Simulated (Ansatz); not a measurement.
# TaInSe3 (model cell, started as cubic perovskite with Ta in the octahedra): a soft mode frozen in

Wanted: the energy along a soft mode of TaInSe3 (model cell, started as cubic perovskite with Ta in the octahedra) and the structure at the end.

Method: DFT PBEsol, scalar-relativistic, plane waves, PAW, in Ansatz 0.2.0.

Report form: the programs' logs are mostly left out.

The structure was built from a prototype and need not be the compound's stable phase.

## Step 1: Starting point

The structure is cubic, space group Pm-3m (No. 221). The conventional cell has a = 5.019 Å, b = 5.019 Å, c = 5.019 Å, α = 90.00°, β = 90.00°, γ = 90.00°. Nearest to In lie 12 Se at 3.55 Å. Nearest to Ta lie 6 Se at 2.51 Å. Nearest to Se lie 2 Ta at 2.51 Å. Farther neighbours and most contacts between anions are not listed.

## Step 2: Phonons on a q mesh

The cell comes from relaxations at this level that are not shown. Stability and thermal properties need the whole zone. Linear response on a 2×2×2 q mesh gives force constants as far as a supercell of that size would.

input.yaml reads:

```yaml
crystal:
  lattice:
    - [5.019252156, 0.0, 0.0]
    - [0.0, 5.019252156, 0.0]
    - [0.0, 0.0, 5.019252156]
  atoms:
    - { symbol: In, position: [0.0, 0.0, 0.0] }
    - { symbol: Ta, position: [0.5, 0.5, 0.5] }
    - { symbol: Se, position: [0.5, 0.5, 0.0] }
    - { symbol: Se, position: [0.5, 0.0, 0.5] }
    - { symbol: Se, position: [0.0, 0.5, 0.5] }
kpoints:
  mp_grid: { grid: [6, 6, 6] }
hamiltonian:
  xc: pbesol
scf:
  occupations: { method: methfessel_paxton, width: 0.15 }
output:
  eigenvalues: true
phonons:
  method: dfpt
  qmesh: [2, 2, 2]
  temperatures: { t_max: 1000, t_step: 50 }
  qpath:
    path:
      - [[0.0, 0.0, 0.0], [0.0, 0.5, 0.0], [0.5, 0.5, 0.0], [0.0, 0.0, 0.0], [0.5, 0.5, 0.5], [0.0, 0.5, 0.0]]
      - [[0.5, 0.5, 0.5], [0.5, 0.5, 0.0]]
    npoints: 10
```

Run with:

```sh
$ ansatz run input.yaml --threads 8 --pin off --max-ram 14336MiB --backend cpu --events-out ev --progress --plain --runs-dir out
```

The job ended after 6.8 min (8 threads of Arm Neoverse N1, shared host; peak memory 1.5 GiB; 30 min of CPU time).

Numbers from this step:

- volume per atom: 25.29 Å³
- gap on the k-mesh: 0 eV
- sum-rule residual before enforcement: 1.02e-4 eV/Å²
- lowest frequency on the path: -71.42 cm⁻¹
- point group: m-3m
- highest frequency on the path or at a solved wavevector: 299.5 cm⁻¹
- highest optical mode at the zone centre (no LO-TO term): 225.0 cm⁻¹
- lowest optical zone-centre mode: -31.2 cm⁻¹
- lowest mode on the q mesh (acoustic modes at Γ apart): -71.42 cm⁻¹

Frequencies (cm⁻¹) solved at each irreducible wavevector; negative means imaginary. Frequencies by wavevector, by row:

| q in reciprocal lattice units | star | mode 1 | mode 2 | mode 3 | mode 4 | mode 13 | mode 14 | mode 15 |
| --- | --- | --- | --- | --- | --- | --- | --- | --- |
| 0 0 0 | 1 | -31.2 | -31.2 | -31.2 | 0 | 225 | 225 | 225 |
| 0 0 -0.5 | 3 | -19.8 | -19.8 | 18.4 | 18.4 | 223.6 | 223.6 | 267.2 |
| 0 -0.5 -0.5 | 3 | -71.4 | -26.9 | -26.9 | -8.8 | 160.8 | 220.6 | 283.2 |
| -0.5 -0.5 -0.5 | 1 | -70 | -70 | -70 | -19.9 | 146.7 | 146.7 | 299.5 |

Interpolated from a 2×2×2 q mesh. Phonon branches along the path, in cm⁻¹:

| point | branch 1 | branch 2 | branch 3 | branch 4 | branch 12 | branch 13 | branch 14 | branch 15 |
| --- | --- | --- | --- | --- | --- | --- | --- | --- |
| Γ | -31 | -31 | -31 | 0 | 59 | 225 | 225 | 225 |
| halfway | -25 | -25 | 18 | 18 | 108 | 224 | 224 | 245 |
| X | -20 | -20 | 18 | 18 | 146 | 224 | 224 | 267 |
| halfway | -39 | -23 | -15 | 6 | 146 | 196 | 222 | 276 |
| M | -71 | -27 | -27 | -9 | 147 | 161 | 221 | 283 |
| halfway | -21 | -18 | -14 | -7 | 110 | 209 | 223 | 262 |
| Γ | -31 | -31 | -31 | 0 | 59 | 225 | 225 | 225 |
| halfway | -22 | -21 | -21 | -17 | 111 | 200 | 200 | 278 |
| R | -70 | -70 | -70 | -20 | 147 | 147 | 147 | 300 |
| halfway | -41 | -37 | -21 | -21 | 147 | 178 | 191 | 288 |
| X | -20 | -20 | 18 | 18 | 146 | 224 | 224 | 267 |
| jump to R | -70 | -70 | -70 | -20 | 147 | 147 | 147 | 300 |
| halfway | -71 | -40 | -40 | -22 | 147 | 147 | 174 | 295 |
| M | -71 | -27 | -27 | -9 | 147 | 161 | 221 | 283 |

Symmetry leaves 4 wavevectors to solve. The lowest mode among them, the acoustic zeros apart, lies at q = (0, -0.5, -0.5) and is imaginary, 71.4i cm⁻¹, so the energy falls along it.

## Step 3: The mode frozen in, largest atomic shift 0 Å

The mode followed lies at Γ with frequency 31.2i cm⁻¹ and is 3-fold degenerate, one of the unstable modes though not the softest. At small amplitude the distorted cell has space group no. 160 by a symmetry search on the positions. The undistorted cell that holds it gives the zero of energy on the same k mesh.

input.yaml, the sections that differ from step 2:

```yaml
output:
  forces: true
  stress: true
  eigenvalues: true
# crystal, kpoints, hamiltonian, scf: as in step 2
# phonons: removed
```

Run time: 2.3 s. Hardware: 8 threads; peak memory 0.63 GiB; 15 s of CPU time.

This step gave:

| Property | Result |
| --- | --- |
| pressure | -1.02e-4 GPa |
| energy from the undistorted cell | 0 meV/atom |

The run ends at a pressure of 0.00 GPa.

## Step 4: The mode frozen in, largest atomic shift 0.32 Å

The atoms are moved along the unstable eigenvector, the largest shift by 0.32 Å, with the cell fixed.

input.yaml reads:

```yaml
crystal:
  lattice:
    - [5.019252156, 0.0, 0.0]
    - [0.0, 5.019252156, 0.0]
    - [0.0, 0.0, 5.019252156]
  atoms:
    - { symbol: In, position: [0.0368086879, -0.0368086879, -0.0368086879] }
    - { symbol: Ta, position: [0.4951693956, 0.5048306044, 0.5048306044] }
    - { symbol: Se, position: [0.483706172, 0.516293828, 0.0098609935] }
    - { symbol: Se, position: [0.483706172, 0.0098609935, 0.516293828] }
    - { symbol: Se, position: [-0.0098609935, 0.516293828, 0.516293828] }
kpoints:
  mp_grid: { grid: [6, 6, 6] }
hamiltonian:
  xc: pbesol
scf:
  occupations: { method: methfessel_paxton, width: 0.15 }
output:
  forces: true
  stress: true
  eigenvalues: true
  write_density: true
  write_potential: true
  elf: true
  volumetric_format: npy
```

Elapsed: 6.4 s, on 8 threads; peak memory 0.62 GiB; 45 s of CPU time.

This step gave:

```
pressure                         : 0.5111 GPa
energy from the undistorted cell : -2.261 meV/atom
```

The energy, extrapolated to zero smearing, is -2.26 meV/atom against the undistorted cell.

The run ends at a pressure of 0.51 GPa, with forces up to 0.034 eV/Å.

## Step 5: Energy along the mode, all amplitudes (two of the runs are shown above)

An imaginary frequency means negative curvature, so the energy should fall and then rise again as anharmonic terms take over.

Numbers from this step:

* depth at the lowest point sampled: 2.261 meV/atom
* largest atomic shift at that point: 0.32 Å

The energy from the parent by largest atomic shift:

| largest atomic shift (Å) | energy from the parent (meV/atom) |
| --- | --- |
| 0.000 | 0 |
| 0.040 | -0.087 |
| 0.080 | -0.338 |
| 0.140 | -0.953 |
| 0.220 | -1.85 |
| 0.320 | -2.26 |
| 0.450 | 1.67 |
| 0.600 | 19.4 |

Displacement at unit largest shift by atom:

| atom | x (Å) | y (Å) | z (Å) | size |
| --- | --- | --- | --- | --- |
| In1 | 0.577 | -0.577 | -0.577 | 0.999 |
| Ta2 | -0.076 | 0.076 | 0.076 | 0.132 |
| Se3 | -0.256 | 0.256 | 0.155 | 0.394 |
| Se4 | -0.256 | 0.155 | 0.256 | 0.394 |
| Se5 | -0.155 | 0.256 | 0.256 | 0.394 |

The lowest of the steps tried is at 0.32 Å, 2.26 meV/atom below the parent; the bottom of the well need not coincide with a step.

## Step 6: Relaxation from the frozen mode

Starting from the lowest point found, all atoms and the cell are let go, so that strain and other modes of the same symmetry can join in.

input.yaml: that of step 4 with these lines changed.

```diff
@@ -21,5 +21,6 @@
   eigenvalues: true
-  write_density: true
-  write_potential: true
-  elf: true
-  volumetric_format: npy
+relax:
+  adjacent_minimum: "off"
+  f_tol: 0.002
+  max_steps: 120
+  cell: { stress_tol: 0.03 }
```

It took 29 s on 8 threads; peak memory 0.65 GiB; 3.5 min of CPU time.

Relaxation path:

| step | energy less that of the first step (eV) | largest force component (eV/Å) | pressure (GPa) | volume (Å³) |
| --- | --- | --- | --- | --- |
| 1 | 0.0000 | 0.0196 | 0.51 | 126.45 |
| 2 | -0.0016 | 0.0254 | -0.25 | 127.71 |
| 3 | -0.0020 | 0.0178 | -0.03 | 127.34 |
| 4 | -0.0022 | 0.0020 | 0.00 | 127.26 |
| 5 | -0.0023 | 0.0003 | 0.00 | 127.26 |
| 6* | -0.0024 | 0.0003 | 0.00 | 127.26 |

Relaxation steps marked * repeat the geometry before them on a plane-wave basis chosen anew for their cell, so energy and pressure can jump there.

The run keeps the 6 symmetry operations that it works with, so distortions that break them were not tested.

| conventional cell, symmetrised | before | after | change |
| --- | --- | --- | --- |
| a (Å) | 7.098 | 7.096 | -0.0 % |
| b (Å) | 7.098 | 7.096 | -0.0 % |
| c (Å) | 8.694 | 8.756 | +0.7 % |
| volume (Å³/atom) | 25.29 | 25.45 | +0.6 % |

The atoms that moved most (Å, as changes of fractional coordinates times the final cell):

| atom | dx | dy | dz | length |
| --- | --- | --- | --- | --- |
| Ta2 | -0.011 | 0.011 | 0.011 | 0.020 |
| Se5 | -0.004 | -0.005 | -0.005 | 0.008 |
| Se4 | 0.005 | 0.004 | -0.005 | 0.008 |
| Se3 | 0.005 | -0.005 | 0.004 | 0.008 |
| In1 | 0.005 | -0.005 | -0.005 | 0.008 |

Final coordinates:

```xyz
5
Lattice="5.0300 -0.0126 -0.0126 -0.0126 5.0300 0.0126 -0.0126 0.0126 5.0300" Properties=species:S:1:pos:R:3 pbc="T T T"
In    0.1908   -0.1908   -0.1908
Ta    2.4666    2.5508    2.5508
Se    2.4316    2.5857    0.0538
Se    2.4316    0.0538    2.5857
Se   -0.0664    2.5984    2.5984
```

This step gave:

| Quantity | Value |
| --- | --- |
| pressure | -4.81e-4 GPa |
| volume per atom | 25.45 Å³ |

The distorted start has space group R3m; the relaxation ends in R3m.

## Step 7: Modes of the new phase

A relaxed structure may still be a saddle point, so its zone-centre modes are computed. No field response is asked, since the mesh shows no gap.

input.yaml reads:

```yaml
crystal:
  lattice:
    - [5.0300141183, -0.0126304168, -0.0126304168]
    - [-0.0126304168, 5.0300141183, 0.0126304168]
    - [-0.0126304168, 0.0126304168, 5.0300141183]
  atoms:
    - { symbol: In, position: [0.0377365973, -0.0377365973, -0.0377365973] }
    - { symbol: Ta, position: [0.4929164119, 0.5070835881, 0.5070835881] }
    - { symbol: Se, position: [0.4847482821, 0.5152517179, 0.0106201395] }
    - { symbol: Se, position: [0.4847482821, 0.0106201395, 0.5152517179] }
    - { symbol: Se, position: [-0.0106201395, 0.5152517179, 0.5152517179] }
kpoints:
  mp_grid: { grid: [6, 6, 6] }
hamiltonian:
  xc: pbesol
scf:
  occupations: { method: methfessel_paxton, width: 0.15 }
output:
  eigenvalues: true
phonons:
  method: dfpt
```

Run time: 93 s. Hardware: 8 threads; peak memory 2.3 GiB; 12 min of CPU time.

Numbers from this step:

| Quantity | Value |
| --- | --- |
| sum-rule residual before enforcement | 1.43e-4 eV/Å² |
| point group | 3m |
| highest optical mode at the zone centre (no LO-TO term) | 222.6 cm⁻¹ |
| lowest optical zone-centre mode | 13.27 cm⁻¹ |

Patterns of degenerate modes are one choice out of their space. The modes at Γ (shares of kinetic energy by element, %):

| mode | frequency (cm⁻¹) | symmetry | In % | Ta % | Se % |
| --- | --- | --- | --- | --- | --- |
| 1 | 0.0 | acoustic | 22 | 34 | 44 |
| 2 | 0.0 | acoustic | 22 | 34 | 44 |
| 3 | 0.0 | acoustic | 22 | 34 | 44 |
| 4 | 13.3 | E | 74 | 3 | 23 |
| 5 | 13.3 | E | 74 | 3 | 23 |
| 6 | 42.7 | A1 | 76 | 18 | 6 |
| 7 | 56.0 | E | 3 | 53 | 45 |
| 8 | 56.0 | E | 3 | 53 | 45 |
| 9 | 59.2 | A1 | 3 | 37 | 60 |
| 10 | 60.8 | A2 | 0 | 0 | 100 |
| 11 | 69.2 | E | 2 | 0 | 98 |
| 12 | 69.2 | E | 2 | 0 | 98 |
| 13 | 219.3 | E | 0 | 10 | 90 |
| 14 | 219.3 | E | 0 | 10 | 90 |
| 15 | 222.6 | A1 | 0 | 10 | 90 |

Displacements in mode 5 (13.3 cm⁻¹), the largest set to 1:
```
In1  0.18  1.00 -0.82
Ta2 -0.03 -0.15  0.13
Se3 -0.22 -0.36  0.22
Se4  0.07 -0.27  0.25
Se5 -0.05 -0.47  0.44
```

Displacements in mode 10 (60.8 cm⁻¹), the largest set to 1:
```
In1  0.00  0.00  0.00
Ta2  0.00  0.00  0.00
Se3  1.00  1.00  0.00
Se4 -1.00  0.00 -1.00
Se5  0.00 -1.00  1.00
```

Before it was imposed, the acoustic sum rule was missed by 1.4e-4 eV/Å². Small misses are needed for a sound result but don't prove that mesh and cutoff are converged. The lowest optical mode is real, 13.3 cm⁻¹.

## Step 8: Results

```json
{"unstable mode of the parent": "q = (0, 0, 0), 31i cm⁻¹", "depth at the lowest point sampled": "2.26 meV/atom", "largest atomic shift at that point": "0.32 Å", "space group reached (within 0.01 Å)": "R3m", "energy gained over the parent (first relaxation, on the mesh of the frozen mode)": "2.74 meV/atom", "volume per atom, phase reached": "25.5 Å³", "lowest optical zone-centre mode, phase reached": "13.3 cm⁻¹", "highest optical mode at the zone centre (no LO-TO term), phase reached": "223 cm⁻¹"}
```

**Reading.** Along this mode the structure falls into R3m, 2.74 meV/atom below the parent. At the parent's cell the well is 2.261 meV/atom deep on the steps tried, with its lowest point at a shift of 0.32 Å. Relaxing atoms and cell changes the gain by +0.48 meV/atom against the lowest step (energies at zero smearing). The new phase has no imaginary mode at the zone centre of its cell; other wavevectors were not checked. Of the 7 patterns followed to their end from this parent, this one ends 139 meV/atom above the lowest, R-3c. Another end point lies within 1 meV/atom; how such a difference moves with mesh and cutoff was not tested. Each path keeps the symmetry of its pattern, so a lower phase may lie along a pattern not tried. With no gap, or one that is small against the smearing, the frequencies hang on the k mesh and the smearing, most of all near Kohn anomalies. An optical mode within 15 cm⁻¹ of zero is at the mercy of small errors in the force constants, and even its sign is uncertain. Spin-orbit coupling is left out, which can matter for the heavy elements here. The starting cell was built on a prototype and not taken from a measurement, so the phase need not exist.

[Logs are printed without paths, hosts, clocks, repeated set-up lines and the standing remarks that a program may print on its own settings, such as how far it seeks lower states.]

[Hosts, paths, dates, database ids (printed as entryN), source tags and the programs' standing remarks are cut or masked in the printed files.]
